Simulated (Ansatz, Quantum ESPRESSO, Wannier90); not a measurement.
# straight Mo chain, spacing 2.43 Å: Wannier functions and conductance, part 5 of 6

Aim: a Wannier model and the conductance steps that follow from it, for this wire: straight Mo chain, spacing 2.43 Å.

Quantum ESPRESSO 7.5 and Wannier90 3.1.0; plane-wave DFT, LDA, GBRV ultrasoft pseudopotentials; cross-check by Ansatz 0.2.0 with PAW datasets.

So far. Step 9 (Wannier functions and transport): Disentanglement stopped at its cap on iterations, so these spreads are not final. Step 9 (Wannier functions and transport): At least 2 of the functions sit far from every atom, off the bonds: the outer window has let in states of the vacuum, so the basis is not the atomic one that was projected.

### Step 12. Wannier functions and transport, with dist_cutoff = 5.35

Level of this step: maximally localised Wannier functions and ballistic conductance; plane-wave DFT, LDA, GBRV ultrasoft pseudopotentials (Wannier90).

How much does a setting matter? One run is repeated with a change.

The input, wan_w.win:

```
num_wann = 9
num_bands = 36
num_iter = 200
num_print_cycles = 20
conv_tol = 1e-8
conv_window = 5
guiding_centres = true
dis_num_iter = 1500
dis_conv_tol = 1e-8
dis_win_min = -13.1864
dis_win_max = 17.8136
dis_froz_max = -0.6864
search_shells = 120
fermi_energy = -2.1864

transport = true
transport_mode = bulk
one_dim_axis = z
dist_cutoff = 5.35
dist_cutoff_mode = one_dim
tran_win_min = -4.0
tran_win_max = 2.0
tran_energy_step = 0.02

bands_plot = true
bands_num_points = 96
begin kpoint_path
G 0.0 0.0 0.0 Z 0.0 0.0 0.5
end kpoint_path

begin projections
Mo:s;p;d
end projections

begin unit_cell_cart
ang
  8.0000000000 0.0000000000 0.0000000000
  0.0000000000 8.0000000000 0.0000000000
  0.0000000000 0.0000000000 2.4300000000
end unit_cell_cart

begin atoms_frac
  Mo 0.0000000000 0.0000000000 0.0000000000
end atoms_frac

mp_grid = 1 1 14
begin kpoints
  0.0 0.0 0.0000000000
  0.0 0.0 0.0714285714
  0.0 0.0 0.1428571429
  0.0 0.0 0.2142857143
  0.0 0.0 0.2857142857
  0.0 0.0 0.3571428571
  0.0 0.0 0.4285714286
  0.0 0.0 0.5000000000
  0.0 0.0 0.5714285714
  0.0 0.0 0.6428571429
  0.0 0.0 0.7142857143
  0.0 0.0 0.7857142857
  0.0 0.0 0.8571428571
  0.0 0.0 0.9285714286
end kpoints
```

The run is started by

```bash
$ OMP_NUM_THREADS=1 wannier90.x wan_w > wan_w.run.log
```

The log of the run:

```text
[banner, memory and clock lines left out]
+---------------------------------------------------+
             |                                                   |
             |                   WANNIER90                       |
             |                                                   |
             +---------------------------------------------------+
             |                                                   |
             |        Welcome to the Maximally-Localized         |
             |        Generalized Wannier Functions code         |
             |                             |
             |                                                   |
             |                                                   |
             |  Wannier90 Developer Group:                       |
             |    Giovanni Pizzi    (EPFL)                       |
             |    Valerio Vitale    (Cambridge)                  |
             |    David Vanderbilt  (Rutgers University)         |
             |    Nicola Marzari    (EPFL)                       |
             |    Ivo Souza         (Universidad del Pais Vasco) |
             |    Arash A. Mostofi  (Imperial College London)    |
             |    Jonathan R. Yates (University of Oxford)       |
             |                                                   |
             |  For the full list of Wannier90 3.x authors,      |
             |  please check the code documentation and the      |
             |  README on the GitHub page of the code            |
             |                                                   |
             |                                                   |
             |                                                   |
             |  [ref] "Wannier90 as a community code:            |
             |        new features and applications",            |
             |        165902 (2020).                             |
             |            |
             |                                                   |
             |  in any publications arising from the use of      |
             |                                                   |
             |  [ref] "Maximally Localized Generalised Wannier   |
             |         Functions for Composite Energy Bands"     |
             |         N. Marzari and D. Vanderbilt              |
             |         Phys. Rev. B 56 12847 (1997)              |
             |                                                   |
             |  [ref] "Maximally Localized Wannier Functions     |
             |         for Entangled Energy Bands"               |
             |         I. Souza, N. Marzari and D. Vanderbilt    |
             |         Phys. Rev. B 65 035109 (2001)             |
             |                                                   |
             |                                                   |
             | Copyright (c) 1996-2020                           |
             |        The Wannier90 Developer Group and          |
             |        individual contributors                    |
             |                                                   |
             |      Release: 3.1.0        5th March    2020      |
             |                                                   |
             | This program is free software; you can            |
             | redistribute it and/or modify it under the terms  |
             | of the GNU General Public License as published by |
             | the Free Software Foundation; either version 2 of |
             | the License, or (at your option) any later version|
             |                                                   |
             | This program is distributed in the hope that it   |
             | will be useful, but WITHOUT ANY WARRANTY; without |
             | even the implied warranty of MERCHANTABILITY or   |
             | FITNESS FOR A PARTICULAR PURPOSE. See the GNU     |
             | General Public License for more details.          |
             |                                                   |
             | You should have received a copy of the GNU General|
             | Public License along with this program; if not,   |
             | write to the Free Software Foundation, Inc.,      |
             | 675 Mass Ave, Cambridge, MA 02139, USA.           |
             |                                                   |
             +---------------------------------------------------+
             +---------------------------------------------------+

 ******************************************************************************
 * -> Using CODATA 2006 constant values                                       *
 *    (                      *
 * -> Using Bohr value from CODATA                                            *
 ******************************************************************************

 Running in serial (with parallel executable)

                                    ------
                                    SYSTEM
                                    ------

                              Lattice Vectors (Ang)
                    a_1     8.000000   0.000000   0.000000
                    a_2     0.000000   8.000000   0.000000
                    a_3     0.000000   0.000000   2.430000

                   Unit Cell Volume:     155.52000  (Ang^3)

                        Reciprocal-Space Vectors (Ang^-1)
                    b_1     0.785398   0.000000   0.000000
                    b_2     0.000000   0.785398   0.000000
                    b_3     0.000000   0.000000   2.585673

 *----------------------------------------------------------------------------*
 |   Site       Fractional Coordinate          Cartesian Coordinate (Ang)     |
 +----------------------------------------------------------------------------+
 | Mo   1   0.00000   0.00000   0.00000   |    0.00000   0.00000   0.00000    |
 *----------------------------------------------------------------------------*
                                ------------
                                K-POINT GRID
                                ------------

             Grid size =  1 x  1 x 14      Total points =   14

 *---------------------------------- MAIN ------------------------------------*
 |  Number of Wannier Functions               :                 9             |
 |  Number of Objective Wannier Functions     :                 9             |
 |  Number of input Bloch states              :                36             |
 |  Output verbosity (1=low, 5=high)          :                 1             |
[...]
Delta: O_D= -0.3692297E-01 O_OD= -0.1086304E+00 O_TOT= -0.1455534E+00 <-- DLTA
 Cycle:     40
[...]
Sum of centres and spreads (  0.232376, -0.655202,  3.647226 )    13.50264689

     40    -0.301E-01     0.4084532216       13.5026469027       3.53  <-- CONV
        O_D=      0.0511671 O_OD=      2.7265466 O_TOT=     13.5026469 <-- SPRD
 Delta: O_D=  0.1104551E-01 O_OD= -0.4114661E-01 O_TOT= -0.3010111E-01 <-- DLTA
 Cycle:     60
[...]
Sum of centres and spreads (  0.131414, -0.638912,  3.647598 )    13.29081406

     60    -0.329E-02     0.1927097071       13.2908140724       3.54  <-- CONV
        O_D=      0.0424110 O_OD=      2.5234699 O_TOT=     13.2908141 <-- SPRD
 Delta: O_D= -0.2058923E-03 O_OD= -0.3086830E-02 O_TOT= -0.3292723E-02 <-- DLTA
 Cycle:     80
[...]
Sum of centres and spreads (  0.056762, -0.643140,  3.647612 )    13.19152552

     80    -0.466E-02     0.2191452208       13.1915255316       3.55  <-- CONV
        O_D=      0.0357624 O_OD=      2.4308299 O_TOT=     13.1915255 <-- SPRD
 Delta: O_D= -0.8290714E-03 O_OD= -0.3830642E-02 O_TOT= -0.4659714E-02 <-- DLTA
 Cycle:    100
[...]
Sum of centres and spreads ( -0.007783, -0.648768,  3.647543 )    13.09427205

    100    -0.345E-02     0.1550286119       13.0942720584       3.57  <-- CONV
        O_D=      0.0351051 O_OD=      2.3342338 O_TOT=     13.0942721 <-- SPRD
 Delta: O_D=  0.6203837E-03 O_OD= -0.4074975E-02 O_TOT= -0.3454591E-02 <-- DLTA

 Writing checkpoint file wan_w.chk... done

 Cycle:    120
[...]
Sum of centres and spreads ( -0.030418, -0.646256,  3.647568 )    13.06174362

    120    -0.617E-03     0.0812685250       13.0617436296       3.58  <-- CONV
        O_D=      0.0337239 O_OD=      2.3030865 O_TOT=     13.0617436 <-- SPRD
 Delta: O_D=  0.2492790E-04 O_OD= -0.6423404E-03 O_TOT= -0.6174125E-03 <-- DLTA
 Cycle:    140
[...]
Sum of centres and spreads ( -0.039193, -0.645797,  3.647565 )    13.05492116

    140    -0.127E-03     0.0368403248       13.0549211688       3.60  <-- CONV
        O_D=      0.0338088 O_OD=      2.2961792 O_TOT=     13.0549212 <-- SPRD
 Delta: O_D= -0.2464867E-04 O_OD= -0.1019695E-03 O_TOT= -0.1266181E-03 <-- DLTA
 Cycle:    160
[...]
Sum of centres and spreads ( -0.042495, -0.645706,  3.647560 )    13.05358827

    160    -0.297E-04     0.0147656459       13.0535882839       3.61  <-- CONV
        O_D=      0.0339216 O_OD=      2.2947335 O_TOT=     13.0535883 <-- SPRD
 Delta: O_D= -0.5104258E-06 O_OD= -0.2914066E-04 O_TOT= -0.2965108E-04 <-- DLTA
 Cycle:    180
[...]
Sum of centres and spreads ( -0.043638, -0.645428,  3.647559 )    13.05329194

    180    -0.626E-05     0.0081186078       13.0532919523       3.63  <-- CONV
        O_D=      0.0339510 O_OD=      2.2944077 O_TOT=     13.0532920 <-- SPRD
 Delta: O_D=  0.3805796E-05 O_OD= -0.1006601E-04 O_TOT= -0.6260213E-05 <-- DLTA
 Cycle:    200
[...]
Sum of centres and spreads ( -0.044140, -0.645321,  3.647559 )    13.05320627

    200    -0.232E-05     0.0049187669       13.0532062771       3.64  <-- CONV
        O_D=      0.0339691 O_OD=      2.2943039 O_TOT=     13.0532063 <-- SPRD
 Delta: O_D=  0.1040158E-05 O_OD= -0.3359315E-05 O_TOT= -0.2319157E-05 <-- DLTA

 Writing checkpoint file wan_w.chk... done

 Final State
[...]
WF centre and spread    2  ( -0.029058, -0.213794,  3.645730 )     1.90225229
  WF centre and spread    3  (  0.964266, -0.020653, -0.000223 )     1.60788031
  WF centre and spread    4  (  0.048743,  1.467585,  0.000629 )     1.77560910
  WF centre and spread    5  ( -0.005980, -0.070135, -0.000780 )     1.02445004
  WF centre and spread    6  (  0.008304, -0.000300,  0.000150 )     1.07634424
  WF centre and spread    7  ( -0.001108,  0.048212,  0.000596 )     1.09132676
  WF centre and spread    8  ( -0.926101,  0.049884, -0.000174 )     1.59212530
  WF centre and spread    9  (  0.011294, -0.018899, -0.000003 )     1.14934439
  Sum of centres and spreads ( -0.044140, -0.645321,  3.647559 )    13.05320627

         Spreads (Ang^2)       Omega I      =    10.724933196
        ================       Omega D      =     0.033969135
                               Omega OD     =     2.294303946
    Final Spread (Ang^2)       Omega Total  =    13.053206277
 Time for wannierise            0.144 (sec)

 Writing checkpoint file wan_w.chk... done

 *---------------------------------------------------------------------------*
 |                               PLOTTING                                    |
 *---------------------------------------------------------------------------*

 Translated centres
    translation centre in fractional coordinate:  0.000000  0.000000  0.000000
  WF centre     1  ( -0.114501, -1.887220,  0.001635 )
  WF centre     2  ( -0.029058, -0.213794, -1.214270 )
  WF centre     3  (  0.964266, -0.020653, -0.000223 )
  WF centre     4  (  0.048743,  1.467585,  0.000629 )
  WF centre     5  ( -0.005980, -0.070135, -0.000780 )
  WF centre     6  (  0.008304, -0.000300,  0.000150 )
  WF centre     7  ( -0.001108,  0.048212,  0.000596 )
  WF centre     8  ( -0.926101,  0.049884, -0.000174 )
  WF centre     9  (  0.011294, -0.018899, -0.000003 )

 Calculating interpolated band-structure

 Time to calculate interpolated band structure       0.007 (sec)

 Time for plotting              0.010 (sec)

 *---------------------------------------------------------------------------*
 |                              TRANSPORT                                    |
 *---------------------------------------------------------------------------*

 Calculation of Quantum Conductance and DoS: bulk mode

 Maximum imaginary part of the real-space Hamiltonian:     0.083408

     Maximum real part of the real-space Hamiltonian at each lattice point
            Lattice point R           Max |H_ij(R)|
                  -8                     0.000000
                  -7                     0.000000
                  -6                     0.000000
                  -5                     0.000000
                  -4                     0.000000
                  -3                     0.000000
                  -2                     0.394272
                  -1                     1.950364
                   0                     4.058621
                   1                     1.950364
                   2                     0.394272
                   3                     0.000000
                   4                     0.000000
                   5                     0.000000
                   6                     0.000000
                   7                     0.000000
                   8                     0.000000

 Number of unit cells inside the principal layer:     2
 Number of Wannier Functions inside the principal layer:    18

 Calculating quantum conductance and density of states... done

 Time for transport             0.115 (sec)
 Total Execution Time           3.876 (sec)

 *===========================================================================*
 |                             TIMING INFORMATION                            |
 *===========================================================================*
 |    Tag                                                Ncalls      Time (s)|
 |---------------------------------------------------------------------------|
 |kmesh: get                                        :         1         0.016|
 |overlap: allocate                                 :         1         0.000|
 |overlap: read                                     :         1         0.082|
 |dis: main                                         :         1         3.504|
 |wann: main                                        :         1         0.144|
 |plot: main                                        :         1         0.010|
 |tran: main                                        :         1         0.115|
 *---------------------------------------------------------------------------*

 All done: wannier90 exiting
[key lines of the parts left out:]
|  Fermi energy (eV)                         :            -2.186             |
```

Elapsed: 4.6 s, on 1 MPI rank of Intel Xeon 6975P-C (Granite Rapids), shared host; peak memory 0.08 GiB.

The total spread is 13.1 against 13.1 Å². Between −2 and 1.5 eV the channel count differs from the first run's at 3 % of the energies, and at the Fermi level it is 6 against 6. Spreads don't depend on this cutoff; only the transport does.

(Continued in part 6 of 6.)

[Logs are printed without paths, hosts, clocks, repeated set-up lines and the standing remarks that a program may print on its own settings, such as how far it seeks lower states.]

[Hosts, paths, dates, database ids (printed as entryN), source tags and the programs' standing remarks are cut or masked in the printed files.]

[Maps of the electrostatic potential energy from Ansatz leave out the sawtooth potential of an applied field or a dipole correction, so their vacuum need not be flat; planar profiles and work functions include it.]
